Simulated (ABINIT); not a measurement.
# Quasiparticle gap of SrCl2 (Fm-3m) in ABINIT, part 2 of 2

How does a plane-wave GW calculation on SrCl2 (Fm-3m) run from the first input to the gap?

ABINIT 10.8.3; PBE and many-body steps on it, plane waves. Known limits of the many-body steps: not at the basis limit; no spin-orbit coupling; coarse k mesh.

So far. Step 2 (Ground state): The gap is indirect, with the least direct gap 0.17 eV higher. Step 3 (Bands along the symmetry lines): The gap is 5.343 eV, as in the run before at this level.

### 4. Empty states on the mesh, 2×2×2 mesh, 50 bands

Level of this step: DFT, PBE, plane waves, norm-conserving pseudopotentials (ABINIT).

The sums over transitions need many empty states on a uniform mesh; this step solves for them.

Input file run.abi:

```
acell 3*1.0 Angstrom
rprim 
  -0.000000000000 3.488350000000 3.488350000000
  3.488350000000 -0.000000000000 3.488350000000
  3.488350000000 3.488350000000 -0.000000000000
ntypat 2
znucl 38 17
natom 3
typat 1 2 2
xred 
  0.000000000000 0.000000000000 0.000000000000
  0.250000000000 0.250000000000 0.250000000000
  0.750000000000 0.750000000000 0.750000000000
pp_dirpath "pseudos"
pseudos "Sr.upf, Cl.upf"
ecut 28
ngkpt 2 2 2
nshiftk 1
shiftk 0 0 0
kptopt 1
chksymbreak 0
iscf -2
irdden 1
istwfk *1
nband 50
nbdbuf 4
tolwfr 1e-09
nstep 60
prtvol 0
indata_prefix "in"
outdata_prefix "out"
tmpdata_prefix "tmp"
```

Launch:

```sh
OMP_NUM_THREADS=1 mpirun -n 4 abinit run.abi > log
```

Numbers of over 12 decimals in the logs are rounded to 6 here.

The log of the run:

```text
.Version 10.8.3 of ABINIT. v10.8.2 released Aug 2026.

 Symmetries : space group Fm -3 m (#225); Bravais cF (face-center cubic)
[... echo of the input left out ...]
== DATASET  1 ==================================================================
-   mpi_nproc: 4, omp_nthreads: 1 (-1 if OMP is not activated)
-    --> not optimal distribution: autoparal keyword recommended in input file <--

--- !DatasetInfo
iteration_state: {dtset: 1, }
dimensions: {natom: 3, nkpt: 3, mband: 50, nsppol: 1, nspinor: 1, nspden: 1, mpw: 4088, }
cutoff_energies: {ecut:  28.0, pawecutdg:  -1.0, }
electrons: {nelect:   2.40000000E+01, charge:   0.00000000E+00, occopt:   1.00000000E+00, tsmear:   1.00000000E-02, }

 Real(R)+Recip(G) space primitive vectors, cartesian coordinates (Bohr,Bohr^-1):
 R(1)=  0.0000000  6.5920261  6.5920261  G(1)= -0.0758492  0.0758492  0.0758492
 R(2)=  6.5920261  0.0000000  6.5920261  G(2)=  0.0758492 -0.0758492  0.0758492
 R(3)=  6.5920261  6.5920261  0.0000000  G(3)=  0.0758492  0.0758492 -0.0758492
 Unit cell volume ucvol=  5.7291047E+02 bohr^3
 Angles (23,13,12)=  6.00000000E+01  6.00000000E+01  6.00000000E+01 degrees

 getcut: wavevector=  0.0000  0.0000  0.0000  ngfft=  48  48  48
         ecut(hartree)=     28.000   => boxcut(ratio)=   2.16154

--- Pseudopotential description ------------------------------------------------
- Sr Generated using ONCVPSP code by D. R. Hamann
- 38.00000  10.00000  171031                  znucl, zion, pspdat
12 -101130 2 -1 1834                          pspcod,pspxc,lmax,lloc,mmax
     nproj     2     2     2
  pspatm : epsatm=   12.84204793
         --- l  ekb(1:nproj) -->
             0    9.951127    1.027824
             1    7.382610    1.665143
             2    4.168853    0.950057
 pspatm: atomic psp has been read  and splines computed

- Cl Generated using ONCVPSP code by D. R. Hamann
- 17.00000   7.00000  171031                  znucl, zion, pspdat
12 -101130 2 -1 1028                          pspcod,pspxc,lmax,lloc,mmax
     nproj     2     2     2
  pspatm : epsatm=    9.12776517
         --- l  ekb(1:nproj) -->
[...]
pspatm: atomic psp has been read  and splines computed

--------------------------------------------------------------------------------

================================================================================
 prteigrs : about to open file out_EIG
 Non-SCF case, kpt    1 (  0.00000  0.00000  0.00000), residuals and eigenvalues=
  2.51E-10  3.74E-10  6.11E-10  7.72E-10  2.58E-10  1.39E-10  2.71E-10  3.92E-10
  4.36E-10  1.66E-10  2.20E-10  3.64E-10  3.70E-10  2.59E-10  4.09E-10  1.22E-10
  2.84E-10  6.39E-10  2.17E-10  2.65E-10  5.19E-10  2.36E-10  9.48E-10  5.51E-10
[...]
3.46E-07  2.40E-05
 -1.1454E+00 -4.8351E-01 -4.8351E-01 -4.8351E-01 -4.2746E-01 -3.9632E-01
 -1.6493E-02 -1.6493E-02 -1.6493E-02  4.9003E-02  4.9003E-02  4.9003E-02
  2.5763E-01  2.8575E-01  2.8575E-01  3.9110E-01  3.9110E-01  3.9110E-01
[...]
8.2559E-01  8.2559E-01  8.9117E-01  9.1860E-01  9.1860E-01  9.1860E-01
  9.8057E-01  9.8057E-01  9.9987E-01  1.1442E+00  1.1442E+00  1.1442E+00
  1.1836E+00  1.1837E+00
 prteigrs : prtvol=0 or 1, do not print more k-points.

--- !ResultsGS
iteration_state: {dtset: 1, }
comment   : Summary of ground state results
lattice_vectors:
- [ -0.0000000,   6.5920261,   6.5920261, ]
- [  6.5920261,  -0.0000000,   6.5920261, ]
- [  6.5920261,   6.5920261,  -0.0000000, ]
lattice_lengths: [   9.32253,    9.32253,    9.32253, ]
lattice_angles: [ 60.000,  60.000,  60.000, ] # degrees, (23, 13, 12)
lattice_volume:   5.7291047E+02
convergence: {deltae:  0.000E+00, res2:  0.000E+00, residm:  9.982E-10, diffor:  0.000E+00, }
etotal    :  -6.73065213E+01
entropy   :   0.00000000E+00
fermie    :   6.12810147E-02
cartesian_stress_tensor: null
pressure_GPa: null
xred      :
- [  0.0000E+00,   0.0000E+00,   0.0000E+00, Sr]
- [  2.5000E-01,   2.5000E-01,   2.5000E-01, Cl]
- [  7.5000E-01,   7.5000E-01,   7.5000E-01, Cl]
cartesian_forces: null
force_length_stats: {min: null, max: null, mean: null, }

 Integrated electronic density in atomic spheres:
 ------------------------------------------------
 Atom  Sphere_radius  Integrated_density
[...]
================================================================================

 ----iterations are completed or convergence reached----

 Mean square residual over all n,k,spin=   51.237E-11; max=  99.824E-11
 reduced coordinates (array xred) for    3 atoms
[...]
0.250000000000      0.250000000000      0.250000000000
       0.750000000000      0.750000000000      0.750000000000

 cartesian coordinates (angstrom) at end:
    1      0.000000     0.000000     0.000000
    2      1.744175     1.744175     1.744175
    3      5.232525     5.232525     5.232525
 length scales=  1.889726125908  1.889726125908  1.889726125908 bohr
              =  1.000000000000  1.000000000000  1.000000000000 angstroms
 prteigrs : about to open file out_EIG
 Eigenvalues (hartree) for nkpt=   3  k points:
 kpt#   1, nband= 50, wtk=  0.12500, kpt=  0.0000  0.0000  0.0000 (reduced coord)
[...]
0.82285    0.82285    0.82285    0.82559    0.82559    0.82559    0.89117    0.91860
   0.91860    0.91860    0.98057    0.98057    0.99987    1.14419    1.14419    1.14419
   1.18361    1.18368
 prteigrs : prtvol=0 or 1, do not print more k-points.

== END DATASET(S) ==============================================================
================================================================================

 -outvars: echo values of variables after computation  --------
            nband          50
             nkpt           3
          spgroup         225
 [... the other variables as echoed above ...]

 Calculation completed.
```

Elapsed: 7.2 s, on 4 MPI ranks of Arm Neoverse V1, shared host; peak memory 0.27 GiB.

This step gave:

```yaml
gap: 5.343 eV
k_of_the_valence_top: 0.5, 0.5, 0
k_of_the_conduction_bottom: 0, 0, 0
least_direct_gap: 5.512 eV
k_points_computed: 3
lowest_point_of_the_top_converged_band_above_the_valence_top: 27.00 eV
```

On this mesh the gap is 5.343 eV.

### 5. Screening, 2×2×2 mesh, 46 bands, screening to 87.1 eV

The RPA dielectric matrix is built and inverted for each q.

This step: RPA screening on PBE, plane waves, norm-conserving pseudopotentials.

Changes to run.abi since step 4:

```diff
@@ -21,10 +21,11 @@
 chksymbreak 0
-iscf -2
-irdden 1
 istwfk *1
-nband 50
-nbdbuf 4
-tolwfr 1e-09
-nstep 60
-prtvol 0
+occopt 1
+irdwfk 1
+optdriver 3
+nband 46
+ecuteps 3.2
+inclvkb 2
+awtr 1
+symchi 1
 indata_prefix "in"
```

The log of the run:

```text
.Version 10.8.3 of ABINIT. v10.8.2 released Aug 2026.

 Symmetries : space group Fm -3 m (#225); Bravais cF (face-center cubic)
[... echo of the input left out ...]
== DATASET  1 ==================================================================
-   mpi_nproc: 4, omp_nthreads: 1 (-1 if OMP is not activated)

--- !DatasetInfo
iteration_state: {dtset: 1, }
dimensions: {natom: 3, nkpt: 3, mband: 46, nsppol: 1, nspinor: 1, nspden: 1, mpw: 4088, }
cutoff_energies: {ecut:  28.0, pawecutdg:  -1.0, }
electrons: {nelect:   2.40000000E+01, charge:   0.00000000E+00, occopt:   1.00000000E+00, tsmear:   1.00000000E-02, }

 SCREENING: Calculation of the susceptibility and dielectric matrices

 Based on a program developped by R.W. Godby, V. Olevano, G. Onida, and L. Reining.
 Incorporated in ABINIT by V. Olevano, G.-M. Rignanese, and M. Torrent.
.Using double precision arithmetic ; gwpc =  8

[... cell and pseudopotentials left out ...]
--------------------------------------------------------------------------------

 ==== K-mesh for the wavefunctions ====
 Number of points in the irreducible wedge :     3
[... list of points left out ...]
 Together with 48 symmetry operations and time-reversal symmetry
 yields     8 points in the full Brillouin Zone.

 ==== Q-mesh for the screening function ====
 Number of points in the irreducible wedge :     3
[... list of points left out ...]
 Together with 48 symmetry operations and time-reversal symmetry
 yields     8 points in the full Brillouin Zone.

 setmesh: FFT mesh size selected  =    30x   30x   30
          total number of points  =        27000

 vcoul_init : cutoff-mode = AUXILIARY_FUNCTION
 q-points for optical limit:   1
     1)      0.000010    0.000020    0.000030

- screening: taking advantage of time-reversal symmetry
- Maximum band index for partially occupied states nbvw = 12
- Remaining bands to be divided among processors   nbcw = 34
- Number of bands treated by each node ~8

 Number of electrons calculated from density =   24.0000; Expected =   24.0000
 average of density, n =  0.041891
 r_s =    1.7862
 omega_plasma =   19.7432 [eV]

 calculating chi0 at frequencies [eV] :
  1    0.000000E+00    0.000000E+00
  2    0.000000E+00    1.974321E+01

--------------------------------------------------------------------------------
  q-point number  1        q = ( 0.000000, 0.000000, 0.000000) [r.l.u.]
--------------------------------------------------------------------------------
[... chi0 elements left out ...]
 For q-point:  0.000010 0.000020 0.000030
  dielectric constant =   2.8881
  dielectric constant without local fields =   3.3975

  Average fulfillment of the sum rule on Im[epsilon] for q-point    1 :     49.05  [%]
[... wings left out ...]
  q-point number  2        q = ( 0.500000, 0.000000, 0.000000) [r.l.u.]
--------------------------------------------------------------------------------
[... chi0 elements left out ...]
  Average fulfillment of the sum rule on Im[epsilon] for q-point    2 :     61.71  [%]

 [... 1 further q-points ...]
```

Elapsed: 3.5 s, on 4 MPI ranks; peak memory 0.47 GiB.

This step gave:

```
ε∞ with local fields, on this mesh, along the program's q direction : 2.888
the same without local fields                                       : 3.397
plasma frequency                                                    : 19.74 eV
plane waves in the screening matrix                                 : 169
```

Local fields lower ε∞ by 15 %. On a Γ-centred mesh this coarse the value itself is usually too large, while a short band sum pulls it down.

### 6. Self-energy, 2×2×2 mesh, 46 bands, screening to 87.1 eV

The self-energy is evaluated for the states that the input lists, and the levels follow from it, in one-shot runs by the linearised quasiparticle equation.

This step: G0W0 on PBE, plane waves, norm-conserving pseudopotentials.

Changes to run.abi since step 5:

```diff
@@ -24,8 +24,17 @@
 irdwfk 1
-optdriver 3
+optdriver 4
 nband 46
+gwcalctyp 0
+ecutsigx 28
+symsigma 1
+nkptgw 2
+kptgw 
+  0.5000000000 0.5000000000 0.0000000000
+  0.0000000000 0.0000000000 0.0000000000
+bdgw 
+  10 14
+  10 15
 ecuteps 3.2
-inclvkb 2
-awtr 1
-symchi 1
+irdscr 1
+ppmodel 1
 indata_prefix "in"
```

The log of the run:

```text
.Version 10.8.3 of ABINIT. v10.8.2 released Aug 2026.

 Symmetries : space group Fm -3 m (#225); Bravais cF (face-center cubic)
[... echo of the input left out ...]
== DATASET  1 ==================================================================
-   mpi_nproc: 4, omp_nthreads: 1 (-1 if OMP is not activated)

--- !DatasetInfo
iteration_state: {dtset: 1, }
dimensions: {natom: 3, nkpt: 3, mband: 46, nsppol: 1, nspinor: 1, nspden: 1, mpw: 4088, }
cutoff_energies: {ecut:  28.0, pawecutdg:  -1.0, }
electrons: {nelect:   2.40000000E+01, charge:   0.00000000E+00, occopt:   1.00000000E+00, tsmear:   1.00000000E-02, }

 SIGMA: Calculation of the GW corrections

 Based on a program developped by R.W. Godby, V. Olevano, G. Onida, and L. Reining.
 Incorporated in ABINIT by V. Olevano, G.-M. Rignanese, and M. Torrent.
.Using double precision arithmetic ; gwpc =  8

[... cell and pseudopotentials left out ...]
--------------------------------------------------------------------------------

 ==== K-mesh for the wavefunctions ====
 Number of points in the irreducible wedge :     3
[... list of points left out ...]
 Together with 48 symmetry operations and time-reversal symmetry
 yields     8 points in the full Brillouin Zone.

 ==== Q-mesh for screening function ====
 Number of points in the irreducible wedge :     3
[... list of points left out ...]
 Together with 48 symmetry operations and time-reversal symmetry
 yields     8 points in the full Brillouin Zone.

 vcoul_init : cutoff-mode = AUXILIARY_FUNCTION
 q-points for optical limit:   1
     1)      0.000010    0.000020    0.000030
 setmesh: FFT mesh size selected  =    45x   45x   45
          total number of points  =        91125

 Number of electrons calculated from density =   24.0000; Expected =   24.0000
 average of density, n =  0.041891
 r_s =    1.7862
 omega_plasma =   19.7432 [eV]

 === KS Band Gaps ===
  >>>> For spin  1
   Minimum direct gap =   5.5119 [eV], located at k-point      :   0.5000  0.5000  0.0000
   Fundamental gap    =   5.3429 [eV], Top of valence bands at :   0.5000  0.5000  0.0000
                                       Bottom of conduction at :   0.0000  0.0000  0.0000
 SIGMA fundamental parameters:
 PLASMON POLE MODEL  1
 number of plane-waves for SigmaX                 4015
 number of plane-waves for SigmaC and W            169
 number of plane-waves for wavefunctions          4015
 number of bands                                    46
 number of independent spin polarizations            1
 number of spinorial components                      1
 number of k-points in IBZ                           3
 number of q-points in IBZ                           3
 number of symmetry operations                      48
 number of k-points in BZ                            8
 number of q-points in BZ                            8
 number of frequencies for dSigma/dE                 9
 frequency step for dSigma/dE [eV]                0.25
 number of omega for Sigma on real axis              0
 max omega for Sigma on real axis  [eV]           0.00
 zcut for avoiding poles [eV]                     0.10

 EPSILON^-1 parameters (SCR file):
 dimension of the eps^-1 matrix on file            169
 dimension of the eps^-1 matrix used               169
 number of plane-waves for wavefunctions          4015
 number of bands                                    46
 number of q-points in IBZ                           3
 number of frequencies                               2
 number of real frequencies                          1
 number of imag frequencies                          1

 matrix elements of self-energy operator (all in [eV])

 Perturbative Calculation

--- !SelfEnergy_ee
iteration_state: {dtset: 1, }
kpoint     : [   0.500,    0.500,    0.000, ]
spin       : 1
KS_gap     :    5.512
QP_gap     :    7.848
Delta_QP_KS:    2.336
data: !SigmaeeData |
     Band     E0 <VxcDFT>   SigX SigC(E0)      Z dSigC/dE  Sig(E)    E-E0       E
       10   1.271 -14.390 -18.136   2.752   0.816  -0.225 -15.202  -0.812   0.460
       11   1.271 -14.390 -18.136   2.752   0.816  -0.225 -15.202  -0.812   0.460
       12   1.668 -14.805 -18.519   2.774   0.816  -0.225 -15.572  -0.767   0.900
       13   7.179  -8.452  -4.054  -2.590   0.867  -0.153  -6.884   1.569   8.748
       14   8.722 -11.003  -5.545  -2.718   0.860  -0.163  -8.646   2.357  11.079

--- !SelfEnergy_ee
iteration_state: {dtset: 1, }
kpoint     : [   0.000,    0.000,    0.000, ]
spin       : 1
KS_gap     :    5.677
QP_gap     :    7.631
Delta_QP_KS:    1.954
data: !SigmaeeData |
     Band     E0 <VxcDFT>   SigX SigC(E0)      Z dSigC/dE  Sig(E)    E-E0       E
       10   1.333 -14.472 -18.305   2.793   0.816  -0.226 -15.320  -0.848   0.485
       11   1.333 -14.472 -18.305   2.793   0.816  -0.226 -15.320  -0.848   0.485
       12   1.333 -14.472 -18.305   2.793   0.816  -0.226 -15.320  -0.848   0.485
       13   7.010  -7.720  -3.616  -2.828   0.867  -0.153  -6.614   1.106   8.116
       14   7.776  -9.730  -4.691  -2.666   0.864  -0.158  -7.680   2.050   9.825
       15   7.776  -9.730  -4.691  -2.666   0.864  -0.158  -7.680   2.050   9.825

== END DATASET(S) ==============================================================
================================================================================

 -outvars: echo values of variables after computation  --------
           etotal      0.0000000000E+00
            nband          46
             nkpt           3
          spgroup         225
 [... the other variables as echoed above ...]

 Calculation completed.
```

Elapsed: 3.6 s, on 4 MPI ranks; peak memory 0.56 GiB.

Numbers from this step:

```
G0W0 gap on the points computed              : 7.216 eV
starting gap on the mesh                     : 5.343 eV
k of the valence top                         : 0.5, 0.5, 0
k of the conduction bottom                   : 0, 0, 0
Z at the valence top                         : 0.816
Z at the conduction bottom                   : 0.867
least direct G0W0 gap on the computed points : 7.631 eV
```

The gap on the mesh goes from 5.34 eV to 7.22 eV, a correction of +1.87 eV.

Limits: finite bands, cutoff and mesh; no spin-orbit coupling; coarse k mesh. v1 is the top filled band, c1 the lowest empty one. Levels before and after the correction, in eV, zero at the valence-band top of each column:

```tsv
	conduction bottom	valence top
Kohn-Sham	5.34	0.00
G0W0	7.22	0.00
```

```tsv
	level	energy (eV)
Kohn-Sham	(0.5 0.5 0) v3-v2	-0.396
Kohn-Sham	(0.5 0.5 0) v1	0.000
Kohn-Sham	(0.5 0.5 0) c1	5.512
Kohn-Sham	(0.5 0.5 0) c2	7.054
Kohn-Sham	Γ v3-v1	-0.334
Kohn-Sham	Γ c1	5.343
Kohn-Sham	Γ c2-c3	6.108
G0W0	(0.5 0.5 0) v3-v2	-0.440
G0W0	(0.5 0.5 0) v1	0.000
G0W0	(0.5 0.5 0) c1	7.848
G0W0	(0.5 0.5 0) c2	10.179
G0W0	Γ v3-v1	-0.415
G0W0	Γ c1	7.216
G0W0	Γ c2-c3	8.925
```

### 7. Where the time went

Times are wall times on 4 MPI ranks of Arm Neoverse V1, shared host, good to a factor of about two.

```tsv
step	time	share	memory (GiB)
ground state	13 s	27 %	0.34
bands along the symmetry lines	21 s	43 %	0.32
empty states on the mesh	7.2 s	15 %	0.27
screening	3.5 s	7 %	0.47
self-energy	3.6 s	7 %	0.56
```

### 8. Results

| Quantity | Value |
| --- | --- |
| PBE gap | 5.34 eV, indirect |
| G0W0 gap on the mesh | 7.22 eV |
| GW settings | 2×2×2 mesh, 46 bands, screening to 87.1 eV, Godby-Needs plasmon pole |
| known limits | not at the basis limit; no spin-orbit coupling; coarse k mesh |

What this shows: G0W0 moves the gap on the mesh from 5.34 eV to 7.22 eV (+1.87 eV), with Z of 0.82 and 0.87 at the edges. Local fields lower the RPA ε∞ on this mesh from 3.40 to 2.89; a Γ-centred mesh this coarse tends to raise both, most where the direct gap is narrow, while a short band sum lowers them. Only 2 of the mesh's irreducible points were corrected, so a valley elsewhere could overtake. The dearest step here is «bands along the symmetry lines». Bands and cutoff are finite, so the gap is not at the basis limit. The miss can reach some tenths of an eV and take either sign; the mesh is an error of its own. In the G0W0 run levels were corrected at 2 k points alone, so a gap called «on the mesh» is the least over those, and an edge elsewhere would be missed. The 2×2×2 mesh is coarse for this cell, which bears on the long-range parts of exchange and screening. The many-body steps are scalar-relativistic: spin-orbit coupling is not in them.

[Paths, hosts, dates, memory and timing lines, banners, echoed tables and standing remarks are left out of the program output.]

[Logs are printed without paths, hosts, clocks, repeated set-up lines and the standing remarks that a program may print on its own settings, such as how far it seeks lower states.]

[Runs of the session that timed out or met a known fault of the program may be left out.]

[Hosts, paths, dates, database ids (printed as entryN), source tags and the programs' standing remarks are cut or masked in the printed files.]

[G0W0 gaps are taken among the corrected bands and points alone; a level outside them can change the order at an edge.]

[Where Ansatz stands beside ABINIT at settings called matched, ABINIT's density can come from a denser mesh and the files from another edition; pairs whose starting gaps differed by over 0.03 eV were left out, so agreement reads better than it is.]
